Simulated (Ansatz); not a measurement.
# Stack of 1T-PtTe2 under antimonene , shifted by a third of the diagonal in a perpendicular field

Aim: how the stack of 1T-PtTe2 under antimonene , shifted by a third of the diagonal screens a field along its normal, and what the field does to its bands. A positive field points along +c.

Method: plane-wave DFT, PBE-D3(BJ), Ansatz PAW, in Ansatz 0.2.0.

Report form: inputs, costs, results and the conclusion, without the logs.

**1. The system as given**

The cell holds 5 atoms: 2 Te, 1 Pt and 2 Sb. Cell: a = 4.070 Å, b = 4.070 Å, c = 45.448 Å, α = 90.0°, β = 90.0°, γ = 120.0°. Regions: layer 1: 1T-PtTe2, 3 atoms (2 Te and 1 Pt); layer 2: antimonene, 2 atoms (2 Sb). Vacuum lies along c.

**2. Relaxing the slab**

The starting cell is a guess, so the in-plane lattice and the atoms are relaxed first, with the slab cut off from its images along the normal.

Contents of input.yaml:

```yaml
crystal:
  lattice:
    - [4.07, 0.0, 0.0]
    - [-2.035, 3.5247233934, 0.0]
    - [0.0, 0.0, 45.4483267759]
  atoms:
    - { symbol: Te, position: [0.6666666667, 0.3333333333, 0.4202574958] }
    - { symbol: Pt, position: [0.0, 0.0, 0.4471927754] }
    - { symbol: Te, position: [0.3333333333, 0.6666666667, 0.474128055] }
    - { symbol: Sb, position: [0.0, 0.0, 0.5434375373] }
    - { symbol: Sb, position: [0.6666666667, 0.3333333333, 0.5797425042] }
  periodic: [true, true, false]
kpoints:
  mp_grid: { grid: [12, 12, 1] }
hamiltonian:
  xc: pbe
  dispersion: d3bj
scf:
  occupations: { method: fermi_dirac, width: 0.05 }
  convergence: { dr2_threshold: 1.0e-09 }
relax:
  f_tol: 0.004
  max_steps: 90
  cell: {}
output:
  write_potential: true
  write_density: true
  volumetric_format: npy
```

On the command line:

```console
ansatz run input.yaml --threads 2 --pin off --max-ram 3072MiB --backend cpu --events-out ev --progress --plain --runs-dir out
```

It took 3.6 min on 2 threads of Intel Xeon at 2.70GHz, shared host; peak memory 1.1 GiB.

Step by step:

```csv
step,energy less that of the first step (eV),largest force component (eV/Å),volume (Å³)
1,0.0000,1.6512,651.98
2,-0.1991,0.4987,653.12
3,-0.2643,0.0943,641.00
4,-0.2653,0.1251,638.33
5,-0.2662,0.0139,637.76
6,-0.2662,0.0027,637.86
7*,-0.2655,0.0027,637.86
```

Relaxation steps marked * repeat the geometry before them on a plane-wave basis chosen anew for their cell, so energy and pressure can jump there.

Forces are held to the 6 operations that the program found; a distortion that breaks them can't arise in this run.

```csv
cell as run,before,after,change
a (Å),4.070,4.026,-1.1 %
b (Å),4.070,4.026,-1.1 %
```

The atoms that moved most (Å, along periodic axes as changes of fractional coordinates times the final cell, across vacuum about the mean position):

```csv
atom,dx,dy,dz,length
Te3,0.000,0.000,0.287,0.287
Sb4,0.000,0.000,-0.192,0.192
Sb5,0.000,0.000,-0.176,0.176
Pt2,0.000,0.000,0.123,0.123
Te1,0.000,0.000,-0.042,0.042
```

The relaxed structure:

```cif
data_structure
_symmetry_space_group_name_H-M 'P 1'
_symmetry_Int_Tables_number 1
_cell_length_a 4.0257
_cell_length_b 4.0257
_cell_length_c 45.4483
_cell_angle_alpha 90.000
_cell_angle_beta 90.000
_cell_angle_gamma 120.000
_cell_volume 637.86
loop_
_atom_site_label
_atom_site_type_symbol
_atom_site_fract_x
_atom_site_fract_y
_atom_site_fract_z
_atom_site_occupancy
Te1 Te 0.66667 0.33333 0.41934 1
Pt2 Pt 0.00000 0.00000 0.44991 1
Te3 Te 0.33333 0.66667 0.48044 1
Sb4 Sb 0.00000 0.00000 0.53920 1
Sb5 Sb 0.66667 0.33333 0.57587 1
```

This step gave:

```yaml
energy_at_zero_smearing: -39454.7670 eV
```

The lattice constant a goes from 4.070 to 4.026 Å.

**3. Atoms held, field 0, start network**

A sawtooth potential applies the field, turning back in the middle of the vacuum. With the dipole correction the typed value is the field outside the slab. The induced dipole is small, so the SCF threshold is tight.

The cell differs from the one that the last finished run ended in (c 45.448 → 25.114 Å).

Contents of input.yaml:

```yaml
crystal:
  lattice:
    - [4.0256774114, 0.0, 0.0]
    - [-2.0128387057, 3.4863389057, 0.0]
    - [0.0, 0.0, 25.1138171339]
  atoms:
    - { symbol: Te, position: [0.6666666667, 0.3333333333, 0.3583684612] }
    - { symbol: Pt, position: [0.0, 0.0, 0.4136819754] }
    - { symbol: Te, position: [0.3333333333, 0.6666666667, 0.4689311698] }
    - { symbol: Sb, position: [0.0, 0.0, 0.5752834692] }
    - { symbol: Sb, position: [0.6666666667, 0.3333333333, 0.6416315388] }
kpoints:
  mp_grid: { grid: [12, 12, 1] }
  band_path:
    path: [[0, 0, 0], [0.5, 0, 0], [0.33333333, 0.33333333, 0], [0, 0, 0]]
    npoints: 16
hamiltonian:
  xc: pbe
  dispersion: d3bj
scf:
  occupations: { method: fermi_dirac, width: 0.02585 }
  convergence: { dr2_threshold: 1.0e-10 }
efield:
  axis: 3
  dipole_correction: true
  ramp_position: 0.97
  ramp_width: 0.06
  amplitude: 0
output:
  dos: { projected: true, e_range: [-6, 5] }
  write_potential: true
  write_density: true
  volumetric_format: npy
  elf: true
```

Run time: 42 s. Hardware: 2 threads; peak memory 0.91 GiB.

Numbers from this step:

```
energy at zero smearing        : -39454.7687 eV
work function, upper face      : 3.988 eV
work function, lower face      : 4.150 eV
dipole along the normal        : 0.01258 e·Å
step between the vacuum levels : -0.1621 eV
```

Running mean over a fixed 2.7 Å (it still follows the layers) of the planar mean; the ramp of the sawtooth is left out. Table of electron's electrostatic potential energy less the Fermi level by z:

z (Å), electron's electrostatic potential energy less the Fermi level (eV) and a bar from the least value:
```
      3.5       4.15 ##############################
      4.0       4.15 ##############################
      4.5       4.15 ##############################
      5.0       4.14 ##############################
      5.5       4.13 ##############################
      6.0       4.07 ##############################
      6.5       3.86 #############################
      7.0       3.08 ###########################
      7.5       2.00 ########################
      8.0       1.12 ######################
      8.5      -0.73 #################
      9.0      -3.35 ##########
      9.5      -5.66 ####
     10.0      -6.73 #
     10.5      -6.96 
     11.0      -6.46 #
     11.5      -4.93 #####
     12.0      -2.56 ############
     12.5      -1.05 ################
     13.0      -1.38 ###############
     13.5      -2.43 ############
     14.0      -3.11 ##########
     14.5      -4.35 #######
     15.0      -5.52 ####
     15.5      -5.59 ####
     16.0      -4.41 #######
     16.5      -2.75 ###########
     17.0      -0.99 ################
     17.5       0.90 #####################
     18.0       2.61 ##########################
     18.5       3.58 ############################
     19.0       3.88 #############################
     19.5       3.96 #############################
     20.0       3.98 ##############################
     20.5       3.99 ##############################
     21.0       3.99 ##############################
     21.5       3.99 ##############################
     22.0       3.99 ##############################
```

The density of states has structure finer than the step of the table below, so its rows give means over 0.25 eV. Peaks (eV: height): -5.480: 9.88, -3.520: 10.5, -3.380: 9.90, -2.500: 16.4, -2.250: 10.8, -1.920: 10.2, 0.810: 11.1.

Table of density of states by energy, zero at the Fermi level; means over each step:

```csv
energy (eV),density of states (states/eV a cell)
-5.75,2.32
-5.50,7.58
-5.25,6.30
-5.00,1.57
-4.75,4.80
-4.50,3.05
-4.25,5.35
-4.00,5.28
-3.75,3.74
-3.50,7.05
-3.25,4.37
-3.00,3.18
-2.75,3.14
-2.50,5.42
-2.25,4.90
-2.00,5.65
-1.75,4.28
-1.50,3.45
-1.25,4.08
-1.00,1.89
-0.75,1.04
-0.50,0.469
-0.25,0.376
0.00,1.93
0.25,3.23
0.50,3.45
0.75,4.48
1.00,2.25
1.25,0.898
1.50,4.04
1.75,3.96
```

Projected DOS per atom over height of the atomic layer and energy from the Fermi level. Layers: Te Pt Te Sb Sb from below.

Ten even steps from '0' (0.03 states/eV) to '9' (4.05 states/eV), each cell a mean:
```
00021
00122
10100
21201
21101
10000
00000
00000
20101
20112
21223
22222
22212
01112
07011
07011
17011
15000
24100
13200
39400
13100
```
Columns: height of the atomic layer (Å) from 9 to 16.1 (not evenly spaced); rows upwards: energy from the Fermi level (eV) from -5.96 to 1.96.

Electronic bands along the path, in eV, zero at the Fermi level:

```csv
point,band 37,band 38,band 39,band 40,band 41,band 42,band 43,band 44
Γ,-0.88,-0.54,-0.54,-0.19,1.49,1.49,1.57,2.23
halfway,-1.81,-1.33,-1.33,-1.12,0.23,1.16,1.45,2.65
M,-2.89,-2.52,-2.22,-1.97,0.56,1.17,1.47,1.73
halfway,-2.94,-2.47,-2.27,-1.97,0.36,0.68,1.43,2.55
K,-2.86,-2.42,-2.22,-2.12,-0.01,0.21,1.42,2.63
halfway,-2.14,-1.98,-1.20,-0.99,0.18,0.83,1.84,2.40
Γ,-0.88,-0.54,-0.54,-0.19,1.49,1.49,1.57,2.23
```

ELF in the ca plane at fractional y = 0.333, with atoms of Te and Sb within 0.2 Å of it. It is the smooth field of the valence electrons, not physical close to the nuclei.

Ten even steps from '0' (0.00) to '9' (0.85), each cell a mean:
```
00000000000001247886666432344421124566544578
00000000000002479975445531111100012355332468
00000000000013689862003431000000001243200147
00000000000013689851003431000000001233200047
00000000000013689963114531000000001243200147
00000000000002478976445532122110012355433468
00000000000000246776666432344431134566655577
00000000000000012344444333566642245555554443
00000000000000000001223334676653255545432110
00000000000000000011233334676653255545432110
00000000000000012345554333566642245556655554
```
Columns run along c (16.0 Å, from fractional 0.07 to 0.70 of the cell), rows up along a (4.0 Å). Atoms in or near the plane, at fractional coordinates: Te at (0.36, 0.67), Sb at (0.64, 0.67).

Valence density in the ca plane at fractional y = 0.333, with atoms of Te and Sb within 0.2 Å of it. It is the smooth field of the valence electrons, not physical close to the nuclei.

Ten steps, logarithmic in the rise over the least value, from '0' (0 e/Å³) to '9' (19 e/Å³), each cell a mean:
```
00000000000000000012222211111100001111222210
00000000000000000124553211000000000112345421
00000000000000001247885210000000000012488742
00000000000000001248996210000000000012599842
00000000000000001246874210000000000012478632
00000000000000000124543211000000000112344321
00000000000000000012222211111100001111222210
00000000000000000001111222222110011111111100
00000000000000000000011222222211111211110000
00000000000000000000011222222211111111110000
00000000000000000001111222221110011111111100
```
Columns run along c (16.0 Å, from fractional 0.07 to 0.70 of the cell), rows up along a (4.0 Å). Atoms in or near the plane, at fractional coordinates: Te at (0.36, 0.67), Sb at (0.64, 0.67).

Electrostatic potential energy in the ca plane at fractional y = 0.333, with atoms of Te and Sb within 0.2 Å of it. With pseudopotentials it is smooth inside the atoms' cores, unlike the true potential.

Ten even steps from '0' (-23 eV) to '9' (6 eV), each cell a mean:
```
99999999999999999975446888888899998888654578
99999999999999999842532689999999999986200047
99999999999999999628993489999999999984000016
99999999999999999539996379999999999973000005
99999999999999999627993489999999999985000016
99999999999999999852333689999999999987310158
99999999999999999986557888888899998888755689
99999999999999999998888877777789987778888899
99999999999999999999998777766788987667899999
99999999999999999999998777766788987667899999
99999999999999999998888888877889988778888899
```
Columns run along c (16.0 Å, from fractional 0.07 to 0.70 of the cell; values clipped at the 3rd and 97th percentile), rows up along a (4.0 Å). Atoms in or near the plane, at fractional coordinates: Te at (0.36, 0.67), Sb at (0.64, 0.67).

The work function of the upper face is 3.99 eV.

**4. Single point, field 0.1 V/Å**

Changes to input.yaml since step 3:

```diff
@@ -25,7 +25,6 @@
   dipole_correction: true
-  ramp_position: 0.97
-  ramp_width: 0.06
-  amplitude: 0
+  ramp_position: 0.9638
+  ramp_width: 0.0729
+  amplitude: 0.1
 output:
-  dos: { projected: true, e_range: [-6, 5] }
   write_potential: true
@@ -33,2 +32 @@
   volumetric_format: npy
-  elf: true
```

The job ended after 40 s (2 threads; peak memory 0.8 GiB).

The dipole is 0.0889 e·Å, 0.0763 e·Å from its value without field.

**5. Atoms held, field -0.1 V/Å**

Changes to input.yaml since step 4:

```diff
@@ -27,3 +27,3 @@
   ramp_width: 0.0729
-  amplitude: 0.1
+  amplitude: -0.1
 output:
```

It took 60 s on 2 threads; peak memory 0.8 GiB.

The dipole is -0.0638 e·Å, -0.0764 e·Å from its value without field.

**6. Response, atoms held**

This step: plane-wave DFT, PBE-D3(BJ), Ansatz PAW; response to a field along the normal, atoms held (Ansatz 0.2.0).

The dipoles give the slope, and the difference of two potentials shows where the field is screened.

This step gave:

```yaml
equivalent_conductor_thickness_p_eps_0ae: 9.845 Å
distance_between_the_outer_atoms: 7.114 Å
```

Table of dipole of the cell by applied field:

```csv
applied field (V/Å),dipole of the cell (e·Å)
-0.1000,-0.0638
0.0000,0.0126
0.1000,0.0889
```

Local field over the applied field, running mean. From the potentials at -0.1 and 0.1 V/Å; running mean over 2.8 Å. Table of local field over applied field by z:

```csv
z (Å),local field over applied field
4.5,0.995
5.0,0.986
5.5,0.967
6.0,0.923
6.5,0.836
7.0,0.704
7.5,0.548
8.0,0.385
8.5,0.235
9.0,0.114
9.5,0.0431
10.0,0.0128
10.5,0.00370
11.0,0.00735
11.5,0.0182
12.0,0.0304
12.5,0.0395
13.0,0.0451
13.5,0.0384
14.0,0.0235
14.5,0.0111
15.0,0.00776
15.5,0.0190
16.0,0.0701
16.5,0.180
17.0,0.327
17.5,0.487
18.0,0.647
18.5,0.792
19.0,0.897
19.5,0.954
20.0,0.981
20.5,0.992
21.0,0.997
```

Electrons, planar mean, per unit field. Table of induced electron density by z:

z (Å), induced electron density (e/Å³ per V/Å) and a bar from the least value:
```
        5    0.00005 ##############
        6    0.00034 ################
        7    0.00170 #######################
        8    0.00293 ##############################
        9    0.00072 ##################
       10    0.00008 ##############
       11    0.00004 ##############
       12   -0.00025 ############
       13    0.00000 ##############
       14    0.00025 ###############
       15    0.00012 ###############
       16   -0.00054 ###########
       17   -0.00250 
       18   -0.00212 ##
       19   -0.00047 ###########
       20   -0.00008 #############
       21   -0.00001 ##############
```

By hand: between -0.1 and 0.1 V/Å the dipole changes by 0.1527 e·Å, a slope of 0.7636 e·Å²/V. A perfect conductor of thickness t has p = ε₀AEt, so t = 180.95 × 0.7636 / 14.035 = 9.84 Å (e/ε₀ = 180.95 V·Å, A in Å²).

The induced dipole is that of a conductor 9.84 Å thick.

**7. Results**

| Quantity | Value |
| --- | --- |
| gap without field | none |
| work function, upper face | 3.99 eV |
| step between the vacuum levels | -0.162 eV |
| equivalent conductor thickness, atoms held | 9.84 Å |

What this shows: The induced dipole equals that of a perfect conductor 9.84 Å thick, while the outer atoms lie 7.11 Å apart. The two faces differ: the vacuum level above lies 0.16 eV lower than the one below. There is no gap over 0.03 eV, with or without the field. The main runs have no spin polarisation; a magnetic state could lie lower and would change these results. Spin-orbit coupling is left out, which matters for the bands of elements this heavy.

[Long decimals in the printed logs are rounded to 6 places.]

[Logs are printed without paths, hosts, clocks, repeated set-up lines and the standing remarks that a program may print on its own settings, such as how far it seeks lower states.]

[Hosts, paths, dates, database ids (printed as entryN), source tags and the programs' standing remarks are cut or masked in the printed files.]

[Maps of the electrostatic potential energy from Ansatz leave out the sawtooth potential of an applied field or a dipole correction, so their vacuum need not be flat; planar profiles and work functions include it.]

[The density of states shown here was stored with 400 of the rows of the run's finer table, so its peaks can read low, often by over a quarter, or be missed, and its means over a window can be off by a tenth or more.]
